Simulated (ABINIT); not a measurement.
## Quasiparticle gap of CsSrF3 (Pm-3m) in ABINIT

Aim: the G0W0 gap of CsSrF3 (Pm-3m) on LDA, step by step.

Calculated with ABINIT 10.8.3; LDA and many-body steps on it, plane waves.

This is a report of a sequence of runs, with most program output left out.

## 1. Starting point

The structure is cubic, space group Pm-3m (No. 221). The conventional cell has a = 4.763 Å, b = 4.763 Å, c = 4.763 Å, α = 90.00°, β = 90.00°, γ = 90.00°. Nearest to Cs lie 12 F at 3.37 Å. Sr has 6 F at 2.38 Å nearest. F has 2 Sr at 2.38 Å and 4 Cs at 3.37 Å nearest. Farther neighbours and most contacts between anions are not listed.

The cell and positions are those that the Materials Project relaxed with its own functionals (PBE, PBE+U or r2SCAN), kept fixed. Spin-orbit coupling is left out unless a step names it.

## 2. Ground state

This step: ABINIT 10.8.3; DFT, LDA, plane waves, norm-conserving pseudopotentials.

The ground-state density comes first.

File run.abi:

```
acell 3*1.0 Angstrom
rprim 
  4.763247010000 0.000000000000 0.000000000000
  0.000000000000 4.763247010000 0.000000000000
  0.000000000000 0.000000000000 4.763247010000
ntypat 3
znucl 55 38 9
natom 5
typat 1 2 3 3 3
xred 
  0.000000000000 0.000000000000 0.000000000000
  0.500000000000 0.500000000000 0.500000000000
  0.000000000000 0.500000000000 0.500000000000
  0.500000000000 0.000000000000 0.500000000000
  0.500000000000 0.500000000000 0.000000000000
pp_dirpath "pseudos"
pseudos "Cs.upf, Sr.upf, F.upf"
ecut 36
ngkpt 4 4 4
nshiftk 1
shiftk 0 0 0
kptopt 1
chksymbreak 0
nband 26
occopt 1
tolvrs 1e-10
nstep 60
prtwf 0
optforces 0
optstress 0
indata_prefix "in"
outdata_prefix "out"
tmpdata_prefix "tmp"
```

Run with:

```bash
OMP_NUM_THREADS=1 mpirun -n 8 abinit run.abi > log
```

Elapsed: 36 s, on 8 MPI ranks of Arm Neoverse N1, shared host; peak memory 0.68 GiB; 4.7 min of CPU time.

Numbers from this step:

| Property | Result |
| --- | --- |
| total energy | -3586.8337 eV |
| gap | 6.076 eV |
| k of the valence top | 0, 0, 0 |
| k of the conduction bottom | 0, 0, 0 |
| least direct gap | 6.076 eV |

The gap is direct, at Γ.

## 3. Bands along the symmetry lines

The cheap functional maps the bands first; the places of the edges decide which points the dearer methods must see.

File run.abi:

```
acell 3*1.0 Angstrom
rprim 
  4.763247010000 0.000000000000 0.000000000000
  0.000000000000 4.763247010000 0.000000000000
  0.000000000000 0.000000000000 4.763247010000
ntypat 3
znucl 55 38 9
natom 5
typat 1 2 3 3 3
xred 
  0.000000000000 0.000000000000 0.000000000000
  0.500000000000 0.500000000000 0.500000000000
  0.000000000000 0.500000000000 0.500000000000
  0.500000000000 0.000000000000 0.500000000000
  0.500000000000 0.500000000000 0.000000000000
pp_dirpath "pseudos"
pseudos "Cs.upf, Sr.upf, F.upf"
ecut 36
iscf -2
irdden 1
kptopt 0
nkpt 50
kpt 
  0.00000000 0.00000000 0.00000000
  0.00000000 0.06250000 0.00000000
  0.00000000 0.12500000 0.00000000
  0.00000000 0.18750000 0.00000000
  0.00000000 0.25000000 0.00000000
  0.00000000 0.31250000 0.00000000
  0.00000000 0.37500000 0.00000000
  0.00000000 0.43750000 0.00000000
  0.00000000 0.50000000 0.00000000
  0.06250000 0.50000000 0.00000000
  0.12500000 0.50000000 0.00000000
  0.18750000 0.50000000 0.00000000
  0.25000000 0.50000000 0.00000000
  0.31250000 0.50000000 0.00000000
  0.37500000 0.50000000 0.00000000
  0.43750000 0.50000000 0.00000000
  0.50000000 0.50000000 0.00000000
  0.43750000 0.43750000 0.00000000
  0.37500000 0.37500000 0.00000000
  0.31250000 0.31250000 0.00000000
  0.25000000 0.25000000 0.00000000
  0.18750000 0.18750000 0.00000000
  0.12500000 0.12500000 0.00000000
  0.06250000 0.06250000 0.00000000
  0.00000000 0.00000000 0.00000000
  0.06250000 0.06250000 0.06250000
  0.12500000 0.12500000 0.12500000
  0.18750000 0.18750000 0.18750000
  0.25000000 0.25000000 0.25000000
  0.31250000 0.31250000 0.31250000
  0.37500000 0.37500000 0.37500000
  0.43750000 0.43750000 0.43750000
  0.50000000 0.50000000 0.50000000
  0.43750000 0.50000000 0.43750000
  0.37500000 0.50000000 0.37500000
  0.31250000 0.50000000 0.31250000
  0.25000000 0.50000000 0.25000000
  0.18750000 0.50000000 0.18750000
  0.12500000 0.50000000 0.12500000
  0.06250000 0.50000000 0.06250000
  0.00000000 0.50000000 0.00000000
  0.50000000 0.50000000 0.50000000
  0.50000000 0.50000000 0.43750000
  0.50000000 0.50000000 0.37500000
  0.50000000 0.50000000 0.31250000
  0.50000000 0.50000000 0.25000000
  0.50000000 0.50000000 0.18750000
  0.50000000 0.50000000 0.12500000
  0.50000000 0.50000000 0.06250000
  0.50000000 0.50000000 0.00000000
istwfk *1
nband 27
nbdbuf 2
tolwfr 1e-08
nstep 40
prtwf 0
prtvol 0
indata_prefix "in"
outdata_prefix "out"
tmpdata_prefix "tmp"
```

The job ended after 75 s (8 MPI ranks; peak memory 0.7 GiB; 10 min of CPU time).

This step gave:

| Property | Result |
| --- | --- |
| gap | 6.076 eV |
| k of the valence top | 0, 0, 0 |
| k of the conduction bottom | 0, 0, 0 |
| least direct gap | 6.076 eV |

The gap is 6.076 eV, as in the run before at this level.

Electronic bands along the path, in eV, zero at the top of the highest filled band:

| point | band 17 | band 18 | band 19 | band 20 | band 21 | band 22 | band 23 | band 24 |
| --- | --- | --- | --- | --- | --- | --- | --- | --- |
| Γ | -0.26 | 0.00 | 0.00 | 0.00 | 6.08 | 7.63 | 7.63 | 8.57 |
| halfway | -0.33 | -0.33 | -0.01 | -0.01 | 6.84 | 8.00 | 8.28 | 8.87 |
| X | -0.40 | -0.40 | -0.01 | -0.01 | 7.75 | 8.45 | 9.08 | 9.40 |
| halfway | -0.35 | -0.32 | -0.11 | -0.03 | 8.22 | 8.54 | 9.08 | 9.10 |
| M | -0.23 | -0.23 | -0.03 | -0.02 | 8.09 | 8.50 | 8.95 | 8.95 |
| halfway | -0.41 | -0.28 | -0.13 | -0.02 | 7.44 | 8.37 | 8.77 | 8.81 |
| Γ | -0.26 | 0.00 | 0.00 | 0.00 | 6.08 | 7.63 | 7.63 | 8.57 |
| halfway | -0.56 | -0.18 | -0.18 | -0.17 | 7.94 | 8.83 | 8.83 | 9.14 |
| R | -0.62 | -0.01 | -0.01 | -0.01 | 8.41 | 8.41 | 8.41 | 10.33 |
| halfway | -0.53 | -0.23 | -0.13 | -0.12 | 8.43 | 8.80 | 9.01 | 9.08 |
| X | -0.40 | -0.40 | -0.01 | -0.01 | 7.75 | 8.45 | 9.08 | 9.40 |
| jump to R | -0.62 | -0.01 | -0.01 | -0.01 | 8.41 | 8.41 | 8.41 | 10.33 |
| halfway | -0.60 | -0.13 | -0.13 | -0.02 | 8.28 | 8.72 | 8.72 | 9.17 |
| M | -0.23 | -0.23 | -0.03 | -0.02 | 8.09 | 8.50 | 8.95 | 8.95 |

## 4. Empty states on the mesh, 2×2×2 mesh, 99 bands

The sums over transitions need many empty states on a uniform mesh; this step solves for them.

File run.abi:

```
acell 3*1.0 Angstrom
rprim 
  4.763247010000 0.000000000000 0.000000000000
  0.000000000000 4.763247010000 0.000000000000
  0.000000000000 0.000000000000 4.763247010000
ntypat 3
znucl 55 38 9
natom 5
typat 1 2 3 3 3
xred 
  0.000000000000 0.000000000000 0.000000000000
  0.500000000000 0.500000000000 0.500000000000
  0.000000000000 0.500000000000 0.500000000000
  0.500000000000 0.000000000000 0.500000000000
  0.500000000000 0.500000000000 0.000000000000
pp_dirpath "pseudos"
pseudos "Cs.upf, Sr.upf, F.upf"
ecut 36
ngkpt 2 2 2
nshiftk 1
shiftk 0 0 0
kptopt 1
chksymbreak 0
iscf -2
irdden 1
istwfk *1
nband 99
nbdbuf 8
tolwfr 1e-09
nstep 60
prtvol 0
indata_prefix "in"
outdata_prefix "out"
tmpdata_prefix "tmp"
```

Run with:

```bash
OMP_NUM_THREADS=2 mpirun -n 4 abinit run.abi > log
```

It took 35 s on 4 MPI ranks; peak memory 0.36 GiB; 3.3 min of CPU time.

This step gave:

* gap: 6.076 eV
* k of the valence top: 0, 0, 0
* k of the conduction bottom: 0, 0, 0
* least direct gap: 6.076 eV
* k points computed: 4
* lowest point of the top converged band, above the valence top: 39.48 eV

On this mesh the gap is 6.076 eV.

## 5. Screening, 2×2×2 mesh, 91 bands, screening to 106.1 eV

The RPA dielectric matrix is built and inverted for each q.

This step: RPA screening on LDA, plane waves, norm-conserving pseudopotentials.

run.abi: that of step 4 with these lines changed.

```diff
@@ -23,10 +23,11 @@
 chksymbreak 0
-iscf -2
-irdden 1
 istwfk *1
-nband 99
-nbdbuf 8
-tolwfr 1e-09
-nstep 60
-prtvol 0
+occopt 1
+irdwfk 1
+optdriver 3
+nband 91
+ecuteps 3.9
+inclvkb 2
+awtr 1
+symchi 1
 indata_prefix "in"
```

Run with:

```bash
OMP_NUM_THREADS=1 mpirun -n 8 abinit run.abi > log
```

Run time: 18 s. Hardware: 8 MPI ranks; peak memory 2 GiB; 2.4 min of CPU time.

Numbers from this step:

```yaml
eps_infinity_with_local_fields_on_this_mesh_along_the_program_s_q_direction: 2.268
the_same_without_local_fields: 2.515
plasma_frequency: 22.59 eV
plane_waves_in_the_screening_matrix: 257
```

Local fields lower ε∞ by 10 %. On a Γ-centred mesh this coarse the value itself is usually too large, while a short band sum pulls it down.

## 6. Self-energy, 2×2×2 mesh, 91 bands, screening to 106.1 eV

The self-energy is evaluated for the states that the input lists, and the levels follow from it, in one-shot runs by the linearised quasiparticle equation.

This step: G0W0 on LDA, plane waves, norm-conserving pseudopotentials.

run.abi: that of step 5 with these lines changed.

```diff
@@ -26,8 +26,15 @@
 irdwfk 1
-optdriver 3
+optdriver 4
 nband 91
+gwcalctyp 0
+ecutsigx 36
+symsigma 1
+nkptgw 1
+kptgw 
+  0.0000000000 0.0000000000 0.0000000000
+bdgw 
+  18 23
 ecuteps 3.9
-inclvkb 2
-awtr 1
-symchi 1
+irdscr 1
+ppmodel 1
 indata_prefix "in"
```

It took 7.7 s on 8 MPI ranks; peak memory 1.4 GiB.

Numbers from this step:

```yaml
g0w0_gap_on_the_points_computed: 9.58 eV
starting_gap_on_the_mesh: 6.076 eV
k_of_the_valence_top: 0, 0, 0
k_of_the_conduction_bottom: 0, 0, 0
z_at_the_valence_top: 0.797
z_at_the_conduction_bottom: 0.887
least_direct_g0w0_gap_on_the_computed_points: 9.58 eV
```

The gap on the mesh goes from 6.08 eV to 9.58 eV, a correction of +3.50 eV.

Limits: finite bands, cutoff and mesh; no spin-orbit coupling; coarse k mesh. v1 is the top filled band, c1 the lowest empty one. The levels before and after the correction (eV, zero at the valence-band top of each column):

|  | conduction bottom | valence top |
| --- | --- | --- |
| Kohn-Sham | 6.08 | 0.00 |
| G0W0 | 9.58 | 0.00 |

|  | level | energy (eV) |
| --- | --- | --- |
| Kohn-Sham | Γ v3-v1 | 0.000 |
| Kohn-Sham | Γ c1 | 6.076 |
| Kohn-Sham | Γ c2-c3 | 7.631 |
| G0W0 | Γ v3-v1 | 0.000 |
| G0W0 | Γ c1 | 9.580 |
| G0W0 | Γ c2-c3 | 11.156 |

## 7. Where the time went

Times are wall times on the hardware named with each run, good to a factor of about two.

| step | time | share | memory (GiB) |
| --- | --- | --- | --- |
| ground state | 36 s | 21 % | 0.68 |
| bands along the symmetry lines | 75 s | 44 % | 0.7 |
| empty states on the mesh | 35 s | 21 % | 0.36 |
| screening | 18 s | 11 % | 2.0 |
| self-energy | 7.7 s | 4 % | 1.4 |

## 8. What came out

| Property | Result |
| --- | --- |
| LDA gap | 6.08 eV, direct |
| G0W0 gap on the mesh | 9.58 eV |
| GW settings | 2×2×2 mesh, 91 bands, screening to 106.1 eV, Godby-Needs plasmon pole |
| known limits | not at the basis limit; no spin-orbit coupling; coarse k mesh |

**Reading.** G0W0 moves the gap on the mesh from 6.08 eV to 9.58 eV (+3.50 eV), with Z of 0.80 and 0.89 at the edges. Local fields lower the RPA ε∞ on this mesh from 2.51 to 2.27; a Γ-centred mesh this coarse tends to raise both, most where the direct gap is narrow, while a short band sum lowers them. Only 1 of the mesh's irreducible points was corrected, so a valley elsewhere could overtake. The dearest step here is «bands along the symmetry lines». Bands and cutoff are finite, so the gap is not at the basis limit. The miss can reach some tenths of an eV and take either sign; the mesh is an error of its own. In the G0W0 run levels were corrected at 1 k point alone, so a gap called «on the mesh» is the least over those, and an edge elsewhere would be missed. The 2×2×2 mesh is coarse for this cell, which bears on the long-range parts of exchange and screening. This is the ideal cubic cell; many perovskites, halides above all, are cubic only on average, and local tilts or off-centring can widen the gap. The many-body steps are scalar-relativistic: spin-orbit coupling is not in them.

[Paths, hosts, dates, memory and timing lines, banners, echoed tables and standing remarks are left out of the program output.]

[Logs are printed without paths, hosts, clocks, repeated set-up lines and the standing remarks that a program may print on its own settings, such as how far it seeks lower states.]

[Runs of the session that timed out or met a known fault of the program may be left out.]

[Hosts, paths, dates, database ids (printed as entryN), source tags and the programs' standing remarks are cut or masked in the printed files.]

[G0W0 gaps are taken among the corrected bands and points alone; a level outside them can change the order at an edge.]

[Where Ansatz stands beside ABINIT at settings called matched, ABINIT's density can come from a denser mesh and the files from another edition; pairs whose starting gaps differed by over 0.03 eV were left out, so agreement reads better than it is.]
